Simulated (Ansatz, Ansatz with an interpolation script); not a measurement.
An input for Ansatz 0.2.0 (ThSeO (P4/nmm)):

```yaml
crystal:
  lattice:
    - [4.038, 0.0, 0.0]
    - [0.0, 4.038, 0.0]
    - [0.0, 0.0, 7.03]
  atoms:
    - { symbol: Th, position: [0.0, 0.5, 0.18] }
    - { symbol: Th, position: [0.5, 0.0, 0.82] }
    - { symbol: Se, position: [0.0, 0.5, 0.63] }
    - { symbol: Se, position: [0.5, 0.0, 0.37] }
    - { symbol: O, position: [0.0, 0.0, 0.0] }
    - { symbol: O, position: [0.5, 0.5, 0.0] }
kpoints:
  mp_grid: { grid: [4, 4, 2] }
hamiltonian:
  xc: lda
  pseudopotentials: { kind: paw, azcp: { folder: soft_1 }, xc_functional: pbe }
scf:
  occupations: { method: fixed }
gw:
  n_empty_bands: 478
  ecut_chi: 150.0
  qp_bands: [v12, c18]
  screening: { model: godby_needs }
```

```sh
ansatz run input.yaml --threads 8 --pin off --max-ram 18432MiB --backend cpu --events-out ev --progress --plain --runs-dir out
```

Q: Estimate wall time and host memory on 8 threads of AMD EPYC 7B13 (Zen 3), shared host.

It took 7.8 min; on shared hardware allow 3.9 min to 16 min. Peak host memory was 3.4 GiB. The sizes that set the cost: 2255 plane waves a state, 12 irreducible k points, 512 bands summed, 471 plane waves in the screening and 9 SCF cycles.

The screening grows as filled bands × empty bands × pairs of k points, times the square of the screening basis for the matrix.

[Paths, hosts, dates, memory and timing lines, banners, echoed tables and standing remarks are left out of the program output.]

[Logs are printed without paths, hosts, clocks, repeated set-up lines and the standing remarks that a program may print on its own settings, such as how far it seeks lower states.]

[Runs of the session that timed out or met a known fault of the program may be left out.]

[Hosts, paths, dates, database ids (printed as entryN), source tags and the programs' standing remarks are cut or masked in the printed files.]
